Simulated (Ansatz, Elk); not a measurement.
## Bonding as seen by X-rays: Re3P2N2

Structure refinements treat a crystal as free atoms side by side. For a made-up structure of Re3P2N2 (cell and positions from a PBEsol relaxation) the runs below show what the calculated density changes in F(hkl).

Program: Elk 11.2.3 (patched build). Level of theory: DFT, PBE, all-electron APW+lo, Dirac cores, scalar-relativistic bands, static density, no spin. Results are calculated unless marked as measured.

This account leaves out most program logs.

The structure was built from a prototype and need not be the compound's stable phase.

## 1. Set-up

Symmetry: C2/m, No. 12, monoclinic system. Conventional cell: a = 12.097 Å, b = 2.908 Å, c = 5.846 Å, α = 90.00°, β = 116.50°, γ = 90.00°. Nearest to Re lie 2 N at 2.05 Å and 4 P at 2.41 Å. Nearest to Re lie 3 N at 2.06 to 2.07 Å and 3 P at 2.45 to 2.52 Å. Nearest to P lie 5 Re at 2.41 to 2.52 Å. Nearest to N lie 4 Re at 2.05 to 2.07 Å. Farther neighbours and most contacts between anions are not listed.

## 2. Ground state and structure factors

An all-electron density is needed, since X-rays see the cores too. Task 0 finds the density and task 195 Fourier-transforms it; tshift is off so that phases refer to the origin typed.

The input, elk.in:

```
tasks
  0
  195

xctype
  20

spinpol
  .false.

rgkmax
  7.0

gmaxvr
  14.0

lmaxo
  7

lmaxapw
  8

swidth
  0.002

tshift
  .false.

ramdisk
  .false.

hmaxvr
  5.5

maxscl
  120

epspot
  1e-06

sppath
  './'

avec
  11.82041784334 -2.74772616126 -0.52620193738
  11.82041784334 2.74772616126 -0.52620193738
  -5.12207821118 -0.00000000000 9.78739539826

atoms
  3
  'Re.in'
  3
  0.0000000000 0.0000000000 0.0000000000   0.000000 0.000000 0.000000
  0.7312403757 0.7312403757 0.6613804631   0.000000 0.000000 0.000000
  0.2687596243 0.2687596243 0.3386195369   0.000000 0.000000 0.000000
  'P.in'
  2
  0.6381897032 0.6381897032 0.9427305659   0.000000 0.000000 0.000000
  0.3618102968 0.3618102968 0.0572694341   0.000000 0.000000 0.000000
  'N.in'
  2
  0.8800064106 0.8800064106 0.5984720613   0.000000 0.000000 0.000000
  0.1199935894 0.1199935894 0.4015279387   0.000000 0.000000 0.000000

ngridk
  8 8 5
```

Started as:

```bash
> OMP_NUM_THREADS=4 elk
```

Wall time 3.2 min (4 threads of Arm Neoverse V2, shared host); peak memory 0.33 GiB; 12 min of CPU time.

SFACRHO.OUT:

```text

h k l indices transformed by vhmat matrix:
   1.000000000       0.000000000       0.000000000    
   0.000000000       1.000000000       0.000000000    
   0.000000000       0.000000000       1.000000000    

      h      k      l  multipl.   |H|            Re(F)            Im(F)           |F|

      0      0      0      1   0.0000000       269.00000      0.24113602E-16   269.00000    
      1      1      0      2  0.61425473      -71.053199      0.87253174E-13   71.053199    
     -1     -1      1      2  0.63555218       109.49114      0.21543994E-13   109.49114    
      0      0     -1      2  0.65793059       10.564734     -0.48473986E-14   10.564734    
     -2     -2      1      2   1.0628256       46.948922     -0.28545792E-13   46.948922    
      1      1      1      2   1.1029218       157.39904     -0.30700191E-13   157.39904    
     -1     -1      2      2   1.1385471       122.25711      0.57899483E-13   122.25711    
      1      0      0      4   1.1838749       42.905922     -0.80789976E-15   42.905922    
      2      2      0      2   1.2285095       149.06057     -0.12145426E-12   149.06057    
      2      2     -2      2   1.2711044      -53.439273      0.13949736E-12   53.439273    
      0      1     -1      4   1.2772255       170.36361     -0.38240589E-13   170.36361    
      0      0      2      2   1.3158612       26.369842     -0.10771997E-14   26.369842    
      1      2     -1      4   1.4070067      -31.128933      0.91158023E-13   31.128933    
      1      0      1      4   1.4274312      -61.491356      0.24169668E-13   61.491356    
     -1     -2      0      4   1.4683928       115.88000      0.46319586E-13   115.88000    
     -3     -3      1      2   1.6155147       53.057545     -0.44165187E-13   53.057545    
      1      2     -2      4   1.6336778       153.20883     -0.80655326E-13   153.20883    
      3      3     -2      2   1.6400429       194.03472     -0.22782773E-12   194.03472
```

Elk indexes on the primitive cell of elk.in and gives |H| = 4π sin θ/λ in inverse bohr. Below, one row stands for each form hkl of the conventional cell (m members, Friedel mates merged), F is for one primitive cell and the density is static (no thermal factor). Free-atom factors are Waasmaier and Kirfel's, and R is Σm||F|−|F'||/Σm|F|.

```tsv
hkl	m	sin θ/λ (Å⁻¹)	abs F, DFT	neutral atoms	diff.
200	2	0.092	71.053	71.034	+0.019
001	2	0.096	109.491	109.322	+0.169
2 0 -1	2	0.099	10.565	10.514	+0.051
201	2	0.160	46.949	46.757	+0.192
4 0 -1	2	0.166	157.399	157.617	-0.218
2 0 -2	2	0.171	122.257	122.787	-0.530
110	4	0.178	42.906	42.827	+0.079
400	2	0.185	149.061	149.599	-0.538
002	2	0.191	53.439	53.133	+0.307
1 1 -1	4	0.192	170.364	170.756	-0.392
4 0 -2	2	0.198	26.370	26.053	+0.317
111	4	0.212	31.129	31.638	-0.509
3 1 -1	4	0.215	61.491	61.047	+0.444
310	4	0.221	115.880	116.225	-0.345
```

## 3. The highest occupied states alone

An energy window below the Fermi level keeps the highest occupied states, to see at which angles they scatter; shallow core shells can lie inside it and anion s states outside. No new self-consistency is needed.

elk.in: that of step 2 with these lines changed.

```diff
@@ -1,3 +1,2 @@
 tasks
-  0
   195
@@ -40,2 +39,5 @@
 
+wsfac
+  -0.093650 0.757590
+
 sppath
```

Started as:

```bash
> OMP_NUM_THREADS=4 elk
```

Run time: 15 s. Hardware: 4 threads; peak memory 0.19 GiB; 24 s of CPU time.

States within 15 eV below the Fermi level hold 37.00 electrons; any levels below the window count with the cores. Their amplitudes can exceed the total, where window and core parts have opposite phase:

```tsv
hkl	sin θ/λ (Å⁻¹)	abs F, window	abs F, all
200	0.092	4.758	71.053
001	0.096	6.820	109.491
2 0 -1	0.099	1.762	10.565
201	0.160	3.533	46.949
4 0 -1	0.166	3.148	157.399
2 0 -2	0.171	1.512	122.257
110	0.178	2.612	42.906
400	0.185	1.448	149.061
002	0.191	4.469	53.439
1 1 -1	0.192	2.756	170.364
```

## 4. Another functional

The difference from free atoms is small, so it is set against the change that LDA (Perdew-Wang) makes.

elk.in: that of step 3 with these lines changed.

```diff
@@ -1,2 +1,3 @@
 tasks
+  0
   195
@@ -4,3 +5,3 @@
 xctype
-  20
+  3
 
@@ -39,5 +40,2 @@
 
-wsfac
-  -0.093650 0.757590
-
 sppath
```

Started as:

```bash
> OMP_NUM_THREADS=4 elk
```

Run time: 2.2 min. Hardware: 4 threads; peak memory 0.23 GiB.

Against the first run R = 0.02 %; the largest change is +0.054 at 2 0 -2.

## 5. Basis size

The basis and the expansions that go with it are enlarged, to see whether the differences are converged.

elk.in: that of step 4 with these lines changed.

```diff
@@ -5,3 +5,3 @@
 xctype
-  3
+  20
 
@@ -11,12 +11,12 @@
 rgkmax
-  7.0
+  8.5
 
 gmaxvr
-  14.0
+  18.0
 
 lmaxo
-  7
+  9
 
 lmaxapw
-  8
+  10
```

Started as:

```bash
> OMP_NUM_THREADS=4 elk
```

The job ended after 10 min (4 threads; peak memory 0.6 GiB).

Against the first run R = 0.01 %; the largest change is -0.026 at 2 2 -3.

## 6. Settings against the effect

```tsv
run	R against the first run (%)	R against neutral atoms, low angle (%)	wall time
PBE, rgkmax 7	0.00	0.39	3.2 min
LDA (Perdew-Wang)	0.02	0.37	2.2 min
rgkmax 8.5 with larger expansions	0.01	0.39	10 min
```

## 7. Outcome

```
R against neutral atoms, sin θ/λ < 0.3 Å⁻¹ : 0.39 %
R against neutral atoms, 0.3 to 0.54 Å⁻¹   : 0.16 %
```

Independent neutral atoms miss the calculated amplitudes by R = 0.39 % below 0.3 Å⁻¹ and 0.16 % from there to 0.54 Å⁻¹; by shells, 0.13 % below 0.15 Å⁻¹ (3 forms), 0.40 % 0.15 to 0.3 (27 forms), 0.17 % 0.3 to 0.45 (63 forms), 0.15 % above 0.45 (56 forms). Bonding, aspherical density and the tables' own atoms all enter these figures, and the runs don't part them. The largest change of an amplitude is -0.92 electrons, at 2 0 -3. The window's part falls from 37.0 electrons at the origin to at most 0.63 between 0.45 and 0.54 Å⁻¹. Below 0.3 Å⁻¹ the changes that finished (LDA (Perdew-Wang) and rgkmax 8.5 with larger expansions) move F by R = 0.02 % at most, against the 0.39 % that separates it from free atoms. The k-mesh has no finished test. These runs have no spin, though d or f shells may be open. The electron count is odd, so without spin the run is a metal by force. Spin-orbit coupling is left out, which can matter for elements this heavy. Part of the difference isn't bonding: the tables are fits to free atoms and ions calculated by other methods than this functional. Thermal motion, anomalous dispersion and extinction are left out.

[Logs are printed without paths, hosts, clocks, repeated set-up lines and the standing remarks that a program may print on its own settings, such as how far it seeks lower states.]

[Hosts, paths, dates, database ids (printed as entryN), source tags and the programs' standing remarks are cut or masked in the printed files.]
